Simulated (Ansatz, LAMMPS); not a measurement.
# Glassy 77SiO2-6B2O3-8CaO-8MgO (mol %) (142 atoms): support functions against a reference, part 2 of 2

Wanted: errors and times of a linear-scaling basis for glassy 77SiO2-6B2O3-8CaO-8MgO (mol %) (142 atoms). A setting counts as converged where the r.m.s. difference of forces stays under 1 % of the r.m.s. force.

Ansatz 0.2.0; Kohn-Sham DFT, PBE, PAW (set soft_2), plane waves.

The cell: 37 Si, 6 B, 4 Ca, 4 Mg and 91 O. The quench rate of 1000 K/ps is many orders above laboratory rates. The starting topology of bonds comes from the classical model. Sampling is at Γ alone, for a cell whose shortest periodic width is 12 Å.

So far. Step 4 (Support functions medium): Forces differ from the reference by 0.89 meV/Å r.m.s., 0.085 % of their size, well within a tolerance of 1 %; the energy by -4.9 meV/atom. It took 4.1 min and 14 cycles; the reference's time can't be set against it, since the two runs asked for unlike analyses.

**5. Support functions low**

The cell is solved in localised support functions.

This step: Kohn-Sham DFT, PBE, PAW (set soft_2), localised support functions (low) (Ansatz 0.2.0).

File input.yaml:

```yaml
crystal:
  lattice:
    - [12.12836, 0.0, 0.0]
    - [0.0, 12.12836, 0.0]
    - [0.0, 0.0, 12.12836]
  atoms:
    [... the 142 atom lines of step 3 ...]
kpoints:
  mp_grid: { grid: [1, 1, 1] }
hamiltonian:
  xc: pbe
scf:
  occupations: { method: fixed }
  eigensolver: { kind: { support_functions: { accuracy: low } } }
  max_iter: 150
output:
  forces: true
  eigenvalues: true
```

On the command line:

```
> ansatz run input.yaml --threads 4 --pin off --max-ram 8192MiB --backend cpu --events-out ev --progress --plain --runs-dir out
```

Numbers of over 12 decimals in the logs are rounded to 6 here.

Log:

```text
[...]
Crystal: 142 atoms, lattice volume = 1784.047 Å³
Basis set: ecut = 420 eV, 34889 PW (Γ), exchange–correlation on 180×180×180 points (8 copies of the dense FFT grid, shifted against one another)
Bands: 476, of which v1, the nominal top of the filled ones, is band 396 counted from 1 (395 counted from 0)
Symmetry: 1 space group operations
k-points: 1
[...]
SCF iter   1: F=—  HF=-91185.670966 eV  |F-HF|=—  |Δ(HF+E_count)|=         —  Δρ=1.13e-1  dr2=2.36e2  ethr=1.00e-1
[...]
SCF iter  12: F=—  HF=-91201.559374 eV  |F-HF|=—  |Δ(HF+E_count)|=   3.94e-3  Δρ=4.10e-5  dr2=3.08e-5  ethr=1.17e-8  κ⁻¹=2.0e-5(r=7)
SCF iter  13: F=-91201.562503 eV  HF=-91201.562504 eV  |F-HF|=7.60e-7  |Δ(HF+E_count)|=   3.13e-3  Δρ=1.45e-5  dr2=6.99e-6  ethr=3.89e-9
SCF 1 converged in 13 iterations: F = -91201.600910 eV  dr2 = 6.99e-6
[...]
SCF converged after 13 iterations
[...]
Free energy (F): -91201.600910 eV
[...]
Internal energy: -91201.600910 eV  (E = F + TS)
E sigma→0 (E₀):  -91201.600910 eV
Fermi energy:    4.650309 eV
[...]
Σ components = -91201.600910   (vs F -91201.600910, Δ=0.00e0)
--- Forces (eV/Å), atoms counted from 1 ---
  atom   1  Si     0.08027165     1.44202024    -0.07175664
  atom   2  Si     0.44608590     3.02126003     0.31132169
  atom   3  Si    -2.44636663    -0.71745624    -0.27429666
  atom   4  Si    -2.21866488     1.99732361    -1.89285421
[...]
atom 142  O     -0.77843296     0.30291314    -0.49368660
  max |Σ_I F_I| component: 3.11e-3 eV/Å
--- Band table (eV) ---
[...]
```

Wall time 3.6 min (4 threads of Arm Neoverse V1, shared host); peak memory 5.4 GiB.

Keys that differ from the reference: support_functions.accuracy = "low" and scf.max_iter = 150.

Forces differ from the reference by 0.94 meV/Å r.m.s., 0.089 % of their size, well within a tolerance of 1 %; the energy by -4.9 meV/atom. It took 3.6 min and 13 cycles; the reference's time can't be set against it, since the two runs asked for unlike analyses.

**6. Support functions medium, radius 3.49 Å**

The radius confines each support function; a larger one gives more freedom and more work per atom. Besides, the program derives a nominal cutoff of 464 eV for this run, against the reference's 420.

This step: Kohn-Sham DFT, PBE, PAW (set soft_2), localised support functions (medium) (Ansatz 0.2.0).

input.yaml, the sections that differ from step 5:

```yaml
scf:
  occupations: { method: fixed }
  eigensolver: { kind: { support_functions: { accuracy: medium, radius: 3.49 } } }
  max_iter: 150
# crystal, kpoints, hamiltonian, output: as in step 5
```

Log:

```text
[...]
Crystal: 142 atoms, lattice volume = 1784.047 Å³
Basis set: ecut = 464 eV, 40483 PW (Γ), exchange–correlation on 180×180×180 points (8 copies of the dense FFT grid, shifted against one another)
Bands: 476, of which v1, the nominal top of the filled ones, is band 396 counted from 1 (395 counted from 0)
Symmetry: 1 space group operations
k-points: 1
[...]
SCF iter   1: F=—  HF=-91184.583498 eV  |F-HF|=—  |Δ(HF+E_count)|=         —  Δρ=1.13e-1  dr2=2.36e2  ethr=1.00e-1
[...]
SCF iter  13: F=—  HF=-91201.554667 eV  |F-HF|=—  |Δ(HF+E_count)|=   3.47e-3  Δρ=1.75e-5  dr2=8.54e-6  ethr=5.69e-9  κ⁻¹=2.3e-5(r=7)
SCF iter  14: F=-91201.557530 eV  HF=-91201.557531 eV  |F-HF|=4.06e-7  |Δ(HF+E_count)|=   2.86e-3  Δρ=7.33e-6  dr2=1.63e-6  ethr=1.08e-9
SCF 1 converged in 14 iterations: F = -91201.600806 eV  dr2 = 1.63e-6
[...]
SCF converged after 14 iterations
[...]
Free energy (F): -91201.600806 eV
[...]
Internal energy: -91201.600806 eV  (E = F + TS)
E sigma→0 (E₀):  -91201.600806 eV
Fermi energy:    4.650513 eV
[...]
Σ components = -91201.600806   (vs F -91201.600806, Δ=0.00e0)
--- Forces (eV/Å), atoms counted from 1 ---
  atom   1  Si     0.08004177     1.44207291    -0.07179486
  atom   2  Si     0.44636907     3.02141744     0.31074098
  atom   3  Si    -2.44699686    -0.71761893    -0.27437783
  atom   4  Si    -2.21836416     1.99813414    -1.89289177
[...]
atom 142  O     -0.77840139     0.30306927    -0.49366344
  max |Σ_I F_I| component: 2.76e-3 eV/Å
--- Band table (eV) ---
[...]
```

Run time: 3.8 min. Hardware: 4 threads; peak memory 5.2 GiB.

Keys that differ from the reference: support_functions.accuracy = "medium", support_functions.radius = 3.49 and scf.max_iter = 150.

Forces differ from the reference by 0.91 meV/Å r.m.s., 0.086 % of their size, well within a tolerance of 1 %; the energy by -4.9 meV/atom. It took 3.8 min and 14 cycles; the reference's time can't be set against it, since the two runs asked for unlike analyses.

**7. Support functions medium, radius 3.05 Å**

The radius confines each support function; a larger one gives more freedom and more work per atom.

input.yaml, the sections that differ from step 6:

```yaml
scf:
  occupations: { method: fixed }
  eigensolver: { kind: { support_functions: { accuracy: medium, radius: 3.05 } } }
  max_iter: 150
# crystal, kpoints, hamiltonian, output: as in step 6
```

Log:

```text
Warning: scf.eigensolver.kind.support_functions: disabling space-group detection — the functions' gradient is summed over unrotated k-points, so no spatial operation reduces the k-mesh or symmetrises the density; time reversal is kept, so that k and −k are solved as one point where they differ and the mesh holds both, and exact exchange and, on two spinor components, a DFT+U term hold to it where the run has them: [...]
Warning: basis.ecutwfc = 464 eV, auto-derived: no grid that the accuracy of the support functions lays serves the files at the lower one that their records recommend; a deck with other species or settings can derive another value
settings of this run that can trade accuracy for cost: scf.eigensolver.kind.support_functions [...]
Engine: ansatz 0.2.0, aarch64-unknown-linux-gnu
Pseudopotentials: kind: paw
Pseudopotential: Si, paw, valence charge 4, recommended cutoff 420 eV (normal), Si.paw.azcp
Pseudopotential: B, paw, valence charge 3, recommended cutoff 420 eV (normal), B.paw.azcp
Pseudopotential: Ca, paw, valence charge 10, recommended cutoff 420 eV (normal), Ca.paw.azcp
Pseudopotential: Mg, paw, valence charge 10, recommended cutoff 420 eV (normal), Mg.paw.azcp
Pseudopotential: O, paw, valence charge 6, recommended cutoff 420 eV (normal), O.paw.azcp
[... 5 lines on functional and potentials left out ...]
Error: SCF: the radius of support functions is under 3.42 Å, the least for these sites at the functions' level (scf.eigensolver.kind.support_functions.accuracy). Use scf.eigensolver.kind: auto, or type scf.eigensolver.kind.support_functions.radius at least as long, [...]
```

Wall time 8 s (4 threads); peak memory 0.42 GiB.

The program refuses radii under 3.42 Å for these atoms at this level.

**8. Cost against change**

Each row is set against the plane-wave reference (Kohn-Sham DFT, PBE, PAW (set soft_2), plane waves; r.m.s. force component 1.06 eV/Å). Energies are set beside the reference only for runs with its functional, potentials and electron count. Times are for 4 threads of Arm Neoverse V1, shared host. The reference's time includes the DOS, the stress and grids, which some other runs skip.

```tsv
run	Δ force, r.m.s. (meV/Å)	share of r.m.s. force (%)	Δ energy (meV/atom)	Δ gap (eV)	cycles	time	host memory (GiB)
reference	-	-	-	-	9	66 s	2.8
support functions medium	0.893	0.0846	-4.90	5.0e-4	14	4.1 min	5.4
support functions low	0.936	0.0887	-4.90	4.0e-4	13	3.6 min	5.4
support functions medium, radius 3.49 Å	0.914	0.0865	-4.90	4.0e-4	14	3.8 min	5.2
```

**9. What the reference run shows**

With the settings judged, the reference run is read for its physics.

Neighbours are counted within 2.12 Å (O-Si), 1.83 Å (O-B), 2.88 Å (O-Ca), 2.43 Å (O-Mg), cutoffs set anew for this text.

Length of the force by element and coordination:

```tsv
element	coordination	atoms	mean length of the force (eV/Å)	spread	least	most
B	all	6	1.78	1.07	1.03	4.10
B	3	2	1.37	0.073	1.30	1.44
B	4	4	1.98	1.26	1.03	4.10
Ca	all	4	1.17	0.239	0.867	1.50
Ca	6	3	1.22	0.262	0.867	1.50
Ca	7	1	1.04	0	1.04	1.04
Mg	all	4	1.87	0.665	1.07	2.63
Mg	4	3	2.14	0.549	1.37	2.63
Mg	5	1	1.07	0	1.07	1.07
O	all	91	1.32	0.669	0.172	4.01
O	2	63	1.31	0.678	0.172	4.01
O	3	26	1.31	0.653	0.214	2.47
O	4	2	1.6	0.487	1.11	2.09
Si	all	37	2.30	0.957	0.219	4.86
```

Löwdin charges by element and coordination (they lack the spilled electrons, 0.071 e an atom on average):

```tsv
element	coordination	atoms	mean charge (e)	spread	least	most
B	all	6	0.597	0.0542	0.499	0.682
B	3	2	0.652	0.0305	0.621	0.682
B	4	4	0.569	0.0406	0.499	0.600
Ca	all	4	1.78	0.0102	1.77	1.80
Ca	6	3	1.79	0.0093	1.78	1.80
Ca	7	1	1.77	0	1.77	1.77
Mg	all	4	1.64	0.0162	1.62	1.66
Mg	4	3	1.63	0.0084	1.62	1.64
Mg	5	1	1.66	0	1.66	1.66
O	all	91	-0.786	0.119	-1.08	-0.569
O	2	63	-0.748	0.084	-0.985	-0.569
O	3	26	-0.870	0.137	-1.08	-0.587
O	4	2	-0.904	0.172	-1.08	-0.732
Si	all	37	1.74	0.0416	1.63	1.80
```

States in the cell by windows of 1 eV, zero at the Fermi level; the larger projections on atomic orbitals stand beside the total:

```tsv
from (eV)	to (eV)	total	O p	Si p
-14	-12	0.0	0.0	0.0
-12	-11	3.7	2.5	0.1
-11	-10	17.4	11.6	0.8
-10	-9	22.9	15.6	1.6
-9	-8	27.7	19.8	3.0
-8	-7	47.8	35.8	7.7
-7	-6	39.5	30.5	5.9
-6	-5	50.2	40.8	4.3
-5	-4	79.2	69.2	4.3
-4	-3	88.8	81.3	3.1
-3	-2	92.7	87.5	2.1
-2	-1	55.7	53.3	0.8
-1	0	19.5	18.5	0.4
0	1	0.9	0.8	0.0
1	3	0.0	0.0	0.0
3	4	3.4	0.2	0.5
4	5	22.4	1.6	3.4
```

The curve was stored every 0.100 eV, coarse against its broadening of 0.08 eV, so these counts are rough.

With fixed occupations the program's Fermi level is the highest filled level; weight inside the gap is the broadening of levels at its edges.

Between -26 and -14 eV lie 206 more states.

The stored curve holds about 752 of the 792 electrons; the rest, give or take the few that broadening carries across the Fermi level, lie in deeper levels below its range.

The levels nearest the highest filled one (over half full), pooled over k-points and spins:

```tsv
level less the highest filled one (eV)	occupation
-0.632	2
-0.560	2
-0.415	2
-0.356	2
-0.305	2
0	2
3.17	0
3.98	0
4.15	0
4.40	0
4.46	0
4.52	0
```

Electrostatic potential energy in the ab plane at fractional z = 0.280, with atoms of Si and B and Mg and O within 0.2 Å of it. With pseudopotentials it is smooth inside the atoms' cores, unlike the true potential.

Ten even steps from '0' (-41 eV) to '9' (11 eV), each cell a mean:
```
0588899999999998888999999998755610
2688999999999999999999999988766731
7788999999999999999999999633788887
7778999999999999999999988634899988
5579999999999999986237755678999998
0038999999999986563126622479999995
1149999999999851004678755579999996
7789999999999740003799985115999998
8889999999999874335899995104999998
7899999999999998841279998668999998
1489999999999999841279876568999983
2489999999999999864578750016899983
8889999999999866610058750026899998
9988999987667300330168887678899999
9999999985225411577788998888777899
8999999865336888999999999987645788
3799999877778999999999999998645774
7999999999999999999999999999878897
9999999999999867999999998899999999
9999999999999523789988887778999999
9999767999999854457511475457899999
9987314899999850003300375444699999
8866547999999840003766887776788999
6766789999999874346899999888777875
```
Columns run along a (12.1 Å; values clipped at the 3rd and 97th percentile), rows up along b (12.1 Å). Atoms in or near the plane, at fractional coordinates: Si at (0.48, 0.69), Si at (0.48, 0.07), B at (0.54, 0.46), Mg at (0.74, 0.50), O at (0.43, 0.41), O at (0.61, 0.11), O at (0.98, 0.96), O at (0.76, 0.65), O at (0.03, 0.75).

Valence density in the ab plane at fractional z = 0.280, with atoms of Si and B and Mg and O within 0.2 Å of it. It is the smooth field of the valence electrons, not physical close to the nuclei.

Ten steps, logarithmic in the rise over the least value, from '0' (0 e/Å³) to '9' (15 e/Å³), each cell a mean:
```
7521110000000012210000000011112468
6421100000000001100000001233222357
3211000000000000000000012466421123
2221000000000000012322112466410012
5542000000000000135664222333200013
7763100000001111235764322221000025
7763100000012322134443223443100024
3431000000123332122211135775310012
2210000000012222244321125776310011
4321000000000111357642113443100123
7631000000000001357742113431000246
7531000000000111245431138972000246
4321000000012344433332138972100123
1100000111123677643332211211111001
1100001233223577532222110112321111
4310012454322333211111100123432234
6420012444321111000000000122332346
4310001222111111100000000011111234
1100000000012354210000000111100011
0001111100013566421233211111100000
0012454210012355323577532233320000
0124676310001232223577632345531000
1123554210000121112344321244431111
5322222100000122221111100122222245
```
Columns run along a (12.1 Å), rows up along b (12.1 Å). Atoms in or near the plane, at fractional coordinates: Si at (0.48, 0.69), Si at (0.48, 0.07), B at (0.54, 0.46), Mg at (0.74, 0.50), O at (0.43, 0.41), O at (0.61, 0.11), O at (0.98, 0.96), O at (0.76, 0.65), O at (0.03, 0.75).

Mean Löwdin charges: B +0.60, Ca +1.78, Mg +1.64, O -0.79, Si +1.74 e (they miss 1.3 % of the electrons, so they add up to more than the cell's charge).

**10. Structure statistics**

Bonds and neighbours are counted at the geometry of the runs.

Density 2.62 g/cm³, 12.56 Å³ an atom.

Pair distribution functions g(r), in bins of 0.2 Å:

```tsv
r (Å)	total	O-O	O-Si	O-B	O-Ca	O-Mg	Si-Si
1.30	0.11	0.00	0.00	2.06	0.00	0.00	0.00
1.50	1.11	0.00	1.45	11.68	0.00	0.00	0.00
1.70	3.40	0.00	10.18	0.00	0.00	0.00	0.00
1.90	0.15	0.00	0.00	0.00	0.00	4.05	0.00
2.10	0.13	0.00	0.00	0.00	0.00	3.58	0.00
2.30	0.38	0.59	0.00	0.00	3.15	0.39	0.18
2.50	1.00	1.98	0.07	0.00	3.46	0.29	0.00
2.70	1.60	3.54	0.03	0.00	1.36	0.28	0.00
2.90	0.90	1.25	0.30	0.31	0.23	0.24	1.58
3.10	1.00	0.79	0.72	0.79	0.41	0.82	3.16
3.30	0.82	0.54	0.98	0.96	0.71	0.90	1.37
3.50	0.84	0.76	0.97	1.92	0.47	0.47	0.17
3.70	0.93	0.59	1.38	1.44	0.85	0.85	0.61
3.90	1.10	0.68	1.54	1.60	0.92	1.52	1.01
4.10	1.17	0.77	1.83	1.63	0.69	1.03	0.87
4.30	1.06	0.77	1.46	0.92	1.36	0.94	0.94
4.50	0.96	1.00	0.78	0.32	1.65	1.73	1.48
4.70	1.04	1.25	0.71	0.83	1.33	0.99	1.27
4.90	1.03	1.44	0.56	0.76	1.46	0.81	0.86
5.10	1.10	1.50	0.71	0.90	1.05	0.98	1.00
5.30	1.01	1.14	0.91	0.84	0.34	0.69	1.29
5.50	0.97	0.86	1.09	0.90	0.64	0.98	1.17
5.70	0.96	0.85	1.04	1.23	0.96	0.66	0.99
5.90	0.99	0.83	1.14	1.43	0.79	0.95	0.83
```

Bonds by pair of elements; cutoffs follow the first minimum of g(r), held within bounds set by covalent radii, and pairs that aren't listed don't count as bonded (cutoffs were set anew for this text, so counts can differ from the run's own analysis):

```tsv
pair A-B	cutoff (Å)	bonds	mean length (Å)	spread (Å)	shortest (Å)	B about A	A about B
O-Si	2.12	148	1.64	0.037	1.56	1.63	4
O-B	1.83	22	1.44	0.044	1.37	0.242	3.67
O-Ca	2.88	25	2.48	0.121	2.30	0.275	6.25
O-Mg	2.43	17	2.04	0.089	1.93	0.187	4.25
```

How many atoms have how many bonded neighbours:

```tsv
element	mean	2	3	4	5	6	7
B	3.67	0	2	4	0	0	0
Ca	6.25	0	0	0	0	3	1
Mg	4.25	0	0	3	1	0	0
O	2.33	63	26	2	0	0	0
Si	4	0	0	37	0	0	0
```

Oxygen atoms by the number of network formers (Si, P, Ge, B, Al, As, Ga) bound to them:

```tsv
network formers bound to O	O atoms	per cent
0	0	0
1	14	15.4
2	75	82.4
3	2	2.2
```

Network units: each former by its oxygen neighbours and how many of them bridge to another former:

```tsv
former	O neighbours	bridging O	atoms
Si	4	2	3
Si	4	3	8
Si	4	4	26
B	3	3	2
B	4	4	4
```

Rings of the network by King's shortest-path rule, up to 12 atoms, one path for each pair of neighbours; H, halogens, alkali and alkaline-earth atoms are left out, and the last column divides by all other atoms, bonded or not:

```tsv
ring size (atoms)	rings	per network atom
4	1	0.007
6	3	0.022
8	5	0.037
10	8	0.06
12	21	0.157
```

For some of the pairs, g(r) has its first main peak near 2.7 Å (O-O), 1.6 Å (O-Si), 1.4 Å (O-B), 2.4 Å (O-Ca), 2.0 Å (O-Mg) and 3.1 Å (Si-Si). With the cutoffs above, 67 % of B atoms have 4, 75 % of Ca atoms have 6, 75 % of Mg atoms have 4 and 69 % of O atoms have 2 bonded neighbours. 82 % of the oxygens bridge two formers (Si and B) and 15 % are non-bridging; 2 % join three. The commonest Si unit has 4 oxygens, 4 of them shared with other formers (26 of 37 atoms). Rings of 12 atoms are the most common (55 % of those counted); sizes run from 4 to 12, where the search stops.

The surroundings of O130, which has 4 bonded neighbours where the commonest count for O is 2, nearest first, numbered as they follow in the input and with coordinates relative to it.

```tsv
atom	x	y	z	distance (Å)	bonds	Löwdin charge (e)	Fx	Fy	Fz (eV/Å)
O130	0.00	0.00	0.00	0.00	4	-1.08	-0.27	-0.24	1.05
Si19	-0.98	-0.32	1.28	1.64	4	1.69	-0.04	-0.37	1.96
Mg48	0.37	-0.94	-1.64	1.93	4	1.63	-0.26	-1.05	-2.40
Mg49	1.80	-0.74	0.54	2.02	4	1.64	1.48	-0.65	1.79
Ca44	-1.55	1.33	-1.17	2.35	7	1.77	-0.40	0.38	-0.88
O99	-2.18	0.84	1.08	2.58	3	-0.84	1.11	0.62	-0.94
O101	-0.20	0.03	2.70	2.71	2	-0.78	-0.16	0.52	-1.03
O67	2.30	-0.72	-1.43	2.80	3	-1.08	0.27	0.08	0.38
O77	-1.88	-1.63	1.53	2.92	2	-0.77	-1.51	-2.20	-0.15
O139	0.84	-2.26	1.65	2.92	2	-0.96	-0.70	1.33	-1.09
O84	-2.42	-0.89	-1.41	2.94	3	-1.03	-0.02	-0.19	-0.13
O59	-0.45	0.15	-3.05	3.08	3	-1.04	-0.15	0.47	0.82
O138	-0.55	-2.69	-2.27	3.56	3	-0.98	1.30	0.44	-0.10
```

The column of bonds counts only the pairs O-Si within 2.12 Å, O-B within 1.83 Å, O-Ca within 2.88 Å, O-Mg within 2.43 Å; other neighbours, such as metal atoms beside each other in a compound, aren't counted, and periodic images can show an atom twice.

**11. Results**

```yaml
free_energy_per_atom: -642.2599 eV/atom
pressure: 1.428 GPa
r_m_s_force_component: 1.056 eV/Å
spacing_of_highest_filled_and_lowest_empty_level: 3.166 eV
wall_time_of_the_4_dft_runs: 13 min
```

What this shows: Against plane waves at 420 eV, the forces differ by 0.89 meV/Å (0.085 %) with support functions medium. At 142 atoms the fastest of the runs at a preset level, support functions low, takes roughly 3.3 times the time of plane waves (whose run also made extra analyses, so the like-for-like ratio is larger), in 13 SCF cycles against 9. Differences between support functions and plane waves include what basis error the plane-wave run still has. The force difference hardly changes among these support-function runs, which points to the basis of the plane-wave reference as its main source.

Between filled and empty levels lie 3.17 eV (at Γ alone); a semilocal functional tends to put such gaps too low. In a disordered cell it changes from sample to sample, and tail or defect levels can set it. With the cutoffs above, 67 % of B atoms have 4, 75 % of Ca atoms have 6, 75 % of Mg atoms have 4 and 69 % of O atoms have 2 bonded neighbours. 82 % of the oxygens bridge two formers (Si and B) and 15 % are non-bridging; 2 % join three.

Caveats: The force components of 1.1 eV/Å r.m.s. reflect the temperature of the frame as well as the gap between the generating potential and DFT. The stress is far from hydrostatic: its diagonal is 3.0, 1.7, -0.4 GPa, compression counted positive. The pressure of a single frame lacks the kinetic term.

[Logs are printed without paths, hosts, clocks, repeated set-up lines and the standing remarks that a program may print on its own settings, such as how far it seeks lower states.]

[Hosts, paths, dates, database ids (printed as entryN), source tags and the programs' standing remarks are cut or masked in the printed files.]
